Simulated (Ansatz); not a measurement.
# AgS4F (built on the sites of a database entry of AgClO4): following an unstable mode, part 2 of 2

Wanted: the energy along a soft mode of AgS4F (built on the sites of a database entry of AgClO4) and the structure at the end.

Ansatz 0.2.0; DFT PBEsol, scalar-relativistic, plane waves, PAW.

So far, highest frequency on the path or at a solved wavevector (cm⁻¹): step 2 (the dispersion) 362. Also lowest frequency on the path (cm⁻¹): step 2 -498.

The structure was built from a prototype and need not be the compound's stable phase.

## (5) Energy along the mode, all amplitudes (two of the runs are shown above)

An imaginary frequency means negative curvature, so the energy should fall and then rise again as anharmonic terms take over.

Numbers from this step:

| Item | Value |
| --- | --- |
| depth at the lowest point sampled | 299.0 meV/atom |
| largest atomic shift at that point | 0.45 Å |

The energy from the parent by largest atomic shift:

| largest atomic shift (Å) | energy from the parent (meV/atom) |
| --- | --- |
| 0.000 | 0 |
| 0.040 | -16.4 |
| 0.080 | -52.9 |
| 0.140 | -111 |
| 0.220 | -182 |
| 0.320 | -255 |
| 0.450 | -299 |
| 0.600 | -242 |

Displacement at unit largest shift by atom:

| atom | x (Å) | y (Å) | z (Å) | size |
| --- | --- | --- | --- | --- |
| Ag1 | 0.08 | 0.00 | 0.00 | 0.08 |
| Ag2 | -0.08 | 0.00 | 0.00 | 0.08 |
| F3 | 0.83 | 0.00 | 0.00 | 0.83 |
| F4 | -0.83 | 0.00 | 0.00 | 0.83 |
| S5 | -0.87 | 0.35 | 0.35 | 1.00 |
| S6 | 0.87 | -0.35 | -0.35 | 1.00 |
| S7 | -0.87 | -0.35 | -0.35 | 1.00 |
| S8 | 0.87 | 0.35 | 0.35 | 1.00 |
| S9 | 0.87 | -0.35 | 0.35 | 1.00 |
| S10 | -0.87 | 0.35 | -0.35 | 1.00 |
| S11 | 0.87 | 0.35 | -0.35 | 1.00 |
| S12 | -0.87 | -0.35 | 0.35 | 1.00 |

The lowest of the steps tried is at 0.45 Å, 299 meV/atom below the parent; the bottom of the well need not coincide with a step.

## (6) Relaxing from the distorted cell

Starting from the lowest point found, all atoms and the cell are let go, so that strain and other modes of the same symmetry can join in.

The input, input.yaml:

```yaml
crystal:
  lattice:
    - [0.0, -4.2070857375, -4.2070857375]
    - [0.0, 4.2070857375, -4.2070857375]
    - [8.414171475, 0.0, 0.0]
  atoms:
    - { symbol: Ag, position: [0.5, 0.5, 0.0042138555] }
    - { symbol: Ag, position: [0.0, 0.0, 0.4957861445] }
    - { symbol: F, position: [0.5, 0.5, 0.5442512893] }
    - { symbol: F, position: [1.0, 0.0, -0.0442512893] }
    - { symbol: S, position: [0.1590927519, 0.5, 0.6052249913] }
    - { symbol: S, position: [0.734816138, 0.0, 0.1978205638] }
    - { symbol: S, position: [0.8409072481, 0.5, 0.6052249913] }
    - { symbol: S, position: [0.265183862, 1.0, 0.1978205638] }
    - { symbol: S, position: [0.0, 0.6590927519, 0.8947750087] }
    - { symbol: S, position: [0.5, 0.234816138, 0.3021794362] }
    - { symbol: S, position: [0.0, 0.3409072481, 0.8947750087] }
    - { symbol: S, position: [0.5, 0.765183862, 0.3021794362] }
kpoints:
  mp_grid: { grid: [6, 6, 4] }
hamiltonian:
  xc: pbesol
scf:
  occupations: { method: methfessel_paxton, width: 0.2 }
output:
  forces: true
  stress: true
  eigenvalues: true
relax:
  adjacent_minimum: "off"
  f_tol: 0.002
  max_steps: 120
  cell: { stress_tol: 0.03 }
```

The run is started by

```bash
$ ansatz run input.yaml --threads 8 --pin off --max-ram 14336MiB --backend cpu --events-out ev --progress --plain --runs-dir out
```

Numbers of over 12 decimals in the logs are rounded to 6 here.

The program printed:

```text
[...]
Crystal: 12 atoms, lattice volume = 297.854 Å³
Basis set: ecut = 420 eV, 5805 PW (Γ), exchange–correlation on 80×80×120 points (8 copies of the dense FFT grid, shifted against one another)
Bands: 62, of which v1, the nominal top of the filled ones, is band 50 counted from 1 (49 counted from 0)
Symmetry: 8 space group operations
[...]
k-points: 30 of 144 (time reversal used)
[...]
SCF iter   1: F=—  HF=-23712.704815 eV  |F-HF|=—  |Δ(HF+E_count)|=         —  Δρ=7.58e-3  dr2=1.99e-1  ethr=1.77e-3  ⟨swp⟩=6.5  Hψ=7597  notcnv=0
[...]
SCF iter  11: F=-23712.654438 eV  HF=-23712.654438 eV  |F-HF|=9.26e-9  |Δ(HF+E_count)|=   1.68e-8  S|Δr|=    0.00e0  Δρ=1.88e-6  dr2=2.01e-8  ethr=1.00e-10  ⟨swp⟩=10.5  Hψ=7523  notcnv=0
SCF 1 converged in 11 iterations: F = -23712.654438 eV  dr2 = 2.01e-8
[...]
relax step   1: F+E_penalty+E_count = -23712.65443818 eV  Δ(F+E_penalty+E_count) = +0.000e0 eV  max|allowed force component| = 1.354e0 eV/Å  Δτ_max = 0.0000 Å  P = +2.993 GPa  Ω = 297.854 Å³  (11 SCF iters, dr2 threshold 1.00e-7 eV, accepted)
Crystal: 12 atoms, lattice volume = 311.686 Å³
Basis set: ecut = 420 eV, 6111 PW (Γ), exchange–correlation on 80×80×120 points (8 copies of the dense FFT grid, shifted against one another)
[...]
SCF iter   9: F=-23713.735141 eV  HF=-23713.735141 eV  |F-HF|=1.60e-8  |Δ(HF+E_count)|=   5.78e-7  S|Δr|=    0.00e0  Δρ=6.24e-6  dr2=1.21e-7  ethr=1.20e-9  ⟨swp⟩=10.6  Hψ=8026  notcnv=0
SCF 2 converged in 9 iterations: F = -23713.735141 eV  dr2 = 1.21e-7
relax step   2: F+E_penalty+E_count = -23713.73514121 eV  Δ(F+E_penalty+E_count) = -1.081e0 eV  max|allowed force component| = 6.879e-1 eV/Å  Δτ_max = 0.1524 Å  P = +0.437 GPa  Ω = 311.686 Å³  energy of the carried Pulay correction = -7.838e-3 eV  (9 SCF iters, dr2 threshold 1.20e-6 eV, accepted)
Crystal: 12 atoms, lattice volume = 311.154 Å³
Basis set: ecut = 420 eV, 6095 PW (Γ), exchange–correlation on 80×80×120 points (8 copies of the dense FFT grid, shifted against one another)
[...]
SCF iter   8: F=-23714.340493 eV  HF=-23714.340493 eV  |F-HF|=1.89e-8  |Δ(HF+E_count)|=   2.74e-7  S|Δr|=    0.00e0  Δρ=6.77e-6  dr2=1.37e-7  ethr=1.20e-9  ⟨swp⟩=10.1  Hψ=8270  notcnv=0
SCF 3 converged in 8 iterations: F = -23714.340493 eV  dr2 = 1.37e-7
relax step   3: F+E_penalty+E_count = -23714.34049282 eV  Δ(F+E_penalty+E_count) = -6.054e-1 eV  max|allowed force component| = 4.284e-1 eV/Å  Δτ_max = 0.1956 Å  P = +0.283 GPa  Ω = 311.154 Å³  energy of the carried Pulay correction = -7.543e-3 eV  (8 SCF iters, dr2 threshold 1.20e-6 eV, accepted)
[... from here on, the SCF cycles and remarks between the steps are left out ...]
relax step   4: F+E_penalty+E_count = -23714.92958873 eV  Δ(F+E_penalty+E_count) = -5.891e-1 eV  max|allowed force component| = 3.697e-1 eV/Å  Δτ_max = 0.1438 Å  P = -0.119 GPa  Ω = 307.702 Å³  energy of the carried Pulay correction = -5.617e-3 eV  (8 SCF iters, dr2 threshold 1.20e-6 eV, accepted)
relax step   5: F+E_penalty+E_count = -23715.50824701 eV  Δ(F+E_penalty+E_count) = -5.787e-1 eV  max|allowed force component| = 4.845e-1 eV/Å  Δτ_max = 0.1708 Å  P = -1.054 GPa  Ω = 298.765 Å³  energy of the carried Pulay correction = -5.273e-4 eV  (8 SCF iters, dr2 threshold 1.20e-6 eV, accepted)
relax step   6: F+E_penalty+E_count = -23716.20778012 eV  Δ(F+E_penalty+E_count) = -6.995e-1 eV  max|allowed force component| = 7.737e-1 eV/Å  Δτ_max = 0.1855 Å  P = -1.562 GPa  Ω = 283.454 Å³  energy of the carried Pulay correction = +8.557e-3 eV  (9 SCF iters, dr2 threshold 1.20e-6 eV, accepted)
relax step   7: F+E_penalty+E_count = -23717.04490746 eV  Δ(F+E_penalty+E_count) = -8.371e-1 eV  max|allowed force component| = 1.151e0 eV/Å  Δτ_max = 0.1950 Å  P = -1.886 GPa  Ω = 268.117 Å³  energy of the carried Pulay correction = +1.815e-2 eV  (9 SCF iters, dr2 threshold 1.20e-6 eV, accepted)
relax step   8: F+E_penalty+E_count = -23717.82062942 eV  Δ(F+E_penalty+E_count) = -7.757e-1 eV  max|allowed force component| = 1.017e0 eV/Å  Δτ_max = 0.1949 Å  P = -1.442 GPa  Ω = 255.156 Å³  energy of the carried Pulay correction = +2.667e-2 eV  (8 SCF iters, dr2 threshold 1.20e-6 eV, accepted)
relax step   9: F+E_penalty+E_count = -23717.91855235 eV  Δ(F+E_penalty+E_count) = -9.792e-2 eV  max|allowed force component| = 1.300e0 eV/Å  Δτ_max = 0.1950 Å  P = +0.630 GPa  Ω = 247.097 Å³  energy of the carried Pulay correction = +3.218e-2 eV  (8 SCF iters, dr2 threshold 1.20e-6 eV, accepted)
relax step  10: F+E_penalty+E_count = -23718.19217961 eV  Δ(F+E_penalty+E_count) = -2.736e-1 eV  max|allowed force component| = 4.390e-1 eV/Å  Δτ_max = 0.0344 Å  P = -0.453 GPa  Ω = 250.345 Å³  energy of the carried Pulay correction = +2.994e-2 eV  (8 SCF iters, dr2 threshold 1.20e-6 eV, accepted)
relax step  11: F+E_penalty+E_count = -23718.37513877 eV  Δ(F+E_penalty+E_count) = -1.830e-1 eV  max|allowed force component| = 4.188e-1 eV/Å  Δτ_max = 0.1760 Å  P = +0.482 GPa  Ω = 248.592 Å³  energy of the carried Pulay correction = +3.114e-2 eV  (8 SCF iters, dr2 threshold 1.20e-6 eV, accepted)
relax step  12: F+E_penalty+E_count = -23718.57724072 eV  Δ(F+E_penalty+E_count) = -2.021e-1 eV  max|allowed force component| = 2.704e-1 eV/Å  Δτ_max = 0.1465 Å  P = +0.560 GPa  Ω = 251.278 Å³  energy of the carried Pulay correction = +2.930e-2 eV  (8 SCF iters, dr2 threshold 1.20e-6 eV, accepted)
relax step  13: F+E_penalty+E_count = -23718.63027776 eV  Δ(F+E_penalty+E_count) = -5.304e-2 eV  max|allowed force component| = 2.754e-1 eV/Å  Δτ_max = 0.1913 Å  P = -0.060 GPa  Ω = 254.957 Å³  energy of the carried Pulay correction = +2.681e-2 eV  (8 SCF iters, dr2 threshold 1.20e-6 eV, accepted)
relax step  14: F+E_penalty+E_count = -23718.65518397 eV  Δ(F+E_penalty+E_count) = -2.491e-2 eV  max|allowed force component| = 6.188e-2 eV/Å  Δτ_max = 0.0723 Å  P = -0.275 GPa  Ω = 255.226 Å³  energy of the carried Pulay correction = +2.663e-2 eV  (7 SCF iters, dr2 threshold 1.20e-6 eV, accepted)
relax step  15: F+E_penalty+E_count = -23718.66065282 eV  Δ(F+E_penalty+E_count) = -5.469e-3 eV  max|allowed force component| = 3.845e-2 eV/Å  Δτ_max = 0.0205 Å  P = +0.032 GPa  Ω = 254.267 Å³  energy of the carried Pulay correction = +2.727e-2 eV  (6 SCF iters, dr2 threshold 3.85e-7 eV, accepted)
relax step  16: F+E_penalty+E_count = -23718.66101201 eV  Δ(F+E_penalty+E_count) = -3.592e-4 eV  max|allowed force component| = 2.376e-2 eV/Å  Δτ_max = 0.0109 Å  P = -0.034 GPa  Ω = 254.710 Å³  energy of the carried Pulay correction = +2.697e-2 eV  (6 SCF iters, dr2 threshold 9.24e-8 eV, accepted)
relax step  17: F+E_penalty+E_count = -23718.66114820 eV  Δ(F+E_penalty+E_count) = -1.362e-4 eV  max|allowed force component| = 8.213e-3 eV/Å  Δτ_max = 0.0030 Å  P = -0.016 GPa  Ω = 254.684 Å³  energy of the carried Pulay correction = +2.699e-2 eV  (6 SCF iters, dr2 threshold 3.53e-8 eV, accepted)
relax step  18: F+E_penalty+E_count = -23718.66116029 eV  Δ(F+E_penalty+E_count) = -1.209e-5 eV  max|allowed force component| = 6.152e-3 eV/Å  Δτ_max = 0.0026 Å  P = +0.004 GPa  Ω = 254.668 Å³  energy of the carried Pulay correction = +2.700e-2 eV  (6 SCF iters, dr2 threshold 4.22e-9 eV, accepted)
relax step  19: F+E_penalty+E_count = -23718.66120136 eV  Δ(F+E_penalty+E_count) = -4.107e-5 eV  max|allowed force component| = 1.116e-3 eV/Å  Δτ_max = 0.0023 Å  P = +0.005 GPa  Ω = 254.634 Å³  energy of the carried Pulay correction = +2.702e-2 eV  (6 SCF iters, dr2 threshold 2.37e-9 eV, accepted)
relax step  20: F+E_penalty+E_count = -23718.65415369 eV  Δ(F+E_penalty+E_count) = +7.048e-3 eV  max|allowed force component| = 1.405e-3 eV/Å  Δτ_max = 0.0000 Å  P = -0.036 GPa  Ω = 254.634 Å³  stress off target by 8.71e-2 GPa  SCF on the basis re-selected at this cell (its energy is not comparable with the rows above)  (8 SCF iters)
relax step  21: F+E_penalty+E_count = -23718.65439796 eV  Δ(F+E_penalty+E_count) = -2.443e-4 eV  max|allowed force component| = 4.239e-3 eV/Å  Δτ_max = 0.0026 Å  P = -0.010 GPa  Ω = 254.432 Å³  energy of the carried Pulay correction = +1.160e-4 eV  (6 SCF iters, dr2 threshold 1.90e-8 eV, accepted)
relax step  22: F+E_penalty+E_count = -23718.65446450 eV  Δ(F+E_penalty+E_count) = -6.654e-5 eV  max|allowed force component| = 1.577e-3 eV/Å  Δτ_max = 0.0010 Å  P = -0.003 GPa  Ω = 254.352 Å³  energy of the carried Pulay correction = +1.695e-4 eV  (7 SCF iters, dr2 threshold 1.12e-9 eV, accepted)
[...]
SCF iter   6: F=-23718.654307 eV  HF=-23718.654307 eV  |F-HF|=1.46e-11  |Δ(HF+E_count)|=  1.82e-11  S|Δr|=    0.00e0  Δρ=5.19e-8  dr2=6.74e-12  ethr=1.00e-12  ⟨swp⟩=5.7  Hψ=6872  notcnv=0
SCF 23 converged in 6 iterations: F = -23718.654307 eV  dr2 = 6.74e-12
relax step  23: F+E_penalty+E_count = -23718.65430731 eV  Δ(F+E_penalty+E_count) = +1.572e-4 eV  max|allowed force component| = 1.591e-3 eV/Å  Δτ_max = 0.0000 Å  P = -0.004 GPa  Ω = 254.352 Å³  stress off target by 6.41e-3 GPa  SCF on the basis re-selected at this cell (its energy is not comparable with the rows above)  (6 SCF iters)
[...]
SCF converged after 6 iterations
[...]
Free energy (F): -23718.654307 eV
[...]
Internal energy: -23718.653528 eV  (E = F + TS)
E sigma→0 (E₀):  -23718.654112 eV
Entropy (-TS):   -0.000780 eV (-0.065 meV/atom)
Fermi energy:    5.218323 eV
[...]
--- Forces (eV/Å), atoms counted from 1 ---
  atom   1  Ag    -0.00159061    -0.00000000    -0.00000000
  atom   2  Ag     0.00159061    -0.00000000    -0.00000000
  atom   3  F     -0.00101465    -0.00000000    -0.00000000
  atom   4  F      0.00101465    -0.00000000    -0.00000000
  atom   5  S      0.00066367    -0.00145948    -0.00145948
  atom   6  S     -0.00033707    -0.00056261    -0.00056261
  atom   7  S      0.00066367     0.00145948     0.00145948
  atom   8  S     -0.00033707     0.00056261     0.00056261
  atom   9  S     -0.00066367     0.00145948    -0.00145948
  atom  10  S      0.00033707     0.00056261    -0.00056261
  atom  11  S     -0.00066367    -0.00145948     0.00145948
  atom  12  S      0.00033707    -0.00056261     0.00056261
  max |Σ_I F_I| component: 9.58e-17 eV/Å
--- Stress (GPa, compression-positive) ---
       -0.006412       0.000000      -0.000000
        0.000000      -0.002207       0.000000
       -0.000000       0.000000      -0.002207
  P = ⅓ Tr σ = -0.0036 GPa (-0.036 kbar)
--- Band table (eV; the first three rows and the last of 30) ---
  k-point 0: bands = [... 46 lower, 4.3026, 4.3026, 4.8861, 4.8974, 4.8974, 5.2220, 6.9828, 7.1991, ... 8 higher]
  k-point 1: bands = [... 46 lower, 4.3763, 4.3763, 4.8473, 4.9719, 4.9719, 5.2703, 6.9584, 7.1455, ... 8 higher]
  k-point 2: bands = [... 46 lower, 4.4480, 4.4480, 4.8159, 5.0499, 5.0499, 5.3113, 6.9362, 7.0879, ... 8 higher]
  k-point 29: bands = [... 46 lower, 3.8146, 5.0738, 5.0738, 5.0930, 5.2810, 5.8555, 6.4738, 6.4738, ... 8 higher]
--- Relaxed structure (21 steps of the walk, 21 accepted, 2 SCFs on fresh bases) ---
  F+E_penalty+E_count = -23718.65430731 eV   max|allowed force component| = 1.591e-3 eV/Å   (the final SCF, on the basis selected at the relaxed cell)
  cell:  # Å, volume = 254.3521 Å³
    - [0, -4.259293, -4.259293]
    - [0, 4.259293, -4.259293]
    - [7.010198, 0, 0]
  atoms:
    - { symbol: Ag, position: [0.5, 0.5, -0.016729] }
    - { symbol: Ag, position: [-5.524628097184854e-19, 0, 0.516729] }
    - { symbol: F, position: [0.5, 0.5, 0.688009] }
    - { symbol: F, position: [1.0, 0.0, -0.188009] }
    - { symbol: S, position: [0.161145, 0.500000, 0.483626] }
    - { symbol: S, position: [0.753245, 0.0, 0.233364] }
    - { symbol: S, position: [0.838855, 0.5, 0.483626] }
    - { symbol: S, position: [0.246755, 1.000000, 0.233364] }
    - { symbol: S, position: [0.0, 0.661145, 1.016374] }
    - { symbol: S, position: [0.500000, 0.253245, 0.266636] }
    - { symbol: S, position: [0.0, 0.338855, 1.016374] }
    - { symbol: S, position: [0.500000, 0.746755, 0.266636] }
```

It took 2.3 min on 8 threads of Arm Neoverse V2, shared host; peak memory 1.4 GiB.

Step by step (22 of 23):

```
step  energy less that of the first step (eV)  largest force component (eV/Å)  pressure (GPa)  volume (Å³)
   1                                   0.0000                          1.3535            2.99       297.85
   2                                  -1.0807                          0.6879            0.44       311.69
   3                                  -1.6861                          0.4284            0.28       311.15
   4                                  -2.2752                          0.3697           -0.12       307.70
   5                                  -2.8538                          0.4845           -1.05       298.77
   6                                  -3.5533                          0.7737           -1.56       283.45
   7                                  -4.3905                          1.1508           -1.89       268.12
   8                                  -5.1662                          1.0168           -1.44       255.16
   9                                  -5.2641                          1.2998            0.63       247.10
  10                                  -5.5377                          0.4390           -0.45       250.34
  11                                  -5.7207                          0.4188            0.48       248.59
  13                                  -5.9758                          0.2754           -0.06       254.96
  14                                  -6.0007                          0.0619           -0.28       255.23
  15                                  -6.0062                          0.0385            0.03       254.27
  16                                  -6.0066                          0.0238           -0.03       254.71
  17                                  -6.0067                          0.0082           -0.02       254.68
  18                                  -6.0067                          0.0062            0.00       254.67
  19                                  -6.0068                          0.0011            0.01       254.63
 20*                                  -5.9997                          0.0014           -0.04       254.63
  21                                  -6.0000                          0.0042           -0.01       254.43
  22                                  -6.0000                          0.0016            0.00       254.35
 23*                                  -5.9999                          0.0016            0.00       254.35
```

Relaxation steps marked * repeat the geometry before them on a plane-wave basis chosen anew for their cell, so energy and pressure can jump there. Other such steps can lie between the rows shown.

The run keeps the 8 symmetry operations that it works with, so distortions that break them were not tested.

```
     cell as run  before  after   change
           a (Å)   5.950  6.024   +1.2 %
           b (Å)   5.950  6.024   +1.2 %
           c (Å)   8.414  7.010  -16.7 %
volume (Å³/atom)   24.82  21.20  -14.6 %
```

The atoms that moved most (Å, as changes of fractional coordinates times the final cell):

| atom | dx | dy | dz | length |
| --- | --- | --- | --- | --- |
| F4 | -1.008 | 0.000 | 0.000 | 1.008 |
| F3 | 1.008 | 0.000 | 0.000 | 1.008 |
| S11 | 0.852 | -0.009 | 0.009 | 0.853 |
| S5 | -0.852 | -0.009 | -0.009 | 0.853 |
| S9 | 0.852 | 0.009 | -0.009 | 0.853 |
| S7 | -0.852 | 0.009 | 0.009 | 0.853 |
| S6 | 0.249 | -0.078 | -0.078 | 0.273 |
| S10 | -0.249 | 0.078 | -0.078 | 0.273 |

The relaxed structure:

```xyz
12
Lattice="0.0000 -4.2593 -4.2593 0.0000 4.2593 -4.2593 7.0102 0.0000 0.0000" Properties=species:S:1:pos:R:3 pbc="T T T"
Ag   -0.1173    0.0000   -4.2593
Ag    3.6224    0.0000    0.0000
F     4.8231    0.0000   -4.2593
F    -1.3180   -4.2593   -4.2593
S     3.3903    1.4433   -2.8160
S     1.6359   -3.2083   -3.2083
S     3.3903   -1.4433   -5.7026
S     1.6359    3.2083   -5.3103
S     7.1250    2.8160   -2.8160
S     1.8692   -1.0510   -3.2083
S     7.1250    1.4433   -1.4433
S     1.8692    1.0510   -5.3103
```

This step gave:

| Property | Result |
| --- | --- |
| pressure | -0.003609 GPa |
| volume per atom | 21.20 Å³ |

The distorted start has space group P-4m2; the relaxation ends in P-4m2.

## (7) Summary of results

| Quantity | Value |
| --- | --- |
| unstable mode of the parent | q = (0, -0.5, -0.5), 498i cm⁻¹ |
| depth at the lowest point sampled | 299 meV/atom |
| largest atomic shift at that point | 0.45 Å |
| space group reached (within 0.01 Å) | P-4m2 |
| energy gained over the parent (first relaxation, on the mesh of the frozen mode) | 800 meV/atom |
| volume per atom, phase reached | 21.2 Å³ |

What this shows: Along this mode the structure falls into P-4m2, 800 meV/atom below the parent. At the parent's cell the well is 299.0 meV/atom deep on the steps tried, with its lowest point at a shift of 0.45 Å. Relaxing atoms and cell changes the gain by +501.09 meV/atom against the lowest step (energies at zero smearing). Most of the total comes from this relaxation. The modes of the phase reached were not computed on this path. Each path keeps the symmetry of its pattern, so a lower phase may lie along a pattern not tried. With no gap, or one that is small against the smearing, the frequencies hang on the k mesh and the smearing, most of all near Kohn anomalies. The volume moved by more than a tenth on the k mesh of the start, so the energy gain is rough. The starting cell was built on a prototype and not taken from a measurement, so the phase need not exist.

[Logs are printed without paths, hosts, clocks, repeated set-up lines and the standing remarks that a program may print on its own settings, such as how far it seeks lower states.]

[Hosts, paths, dates, database ids (printed as entryN), source tags and the programs' standing remarks are cut or masked in the printed files.]
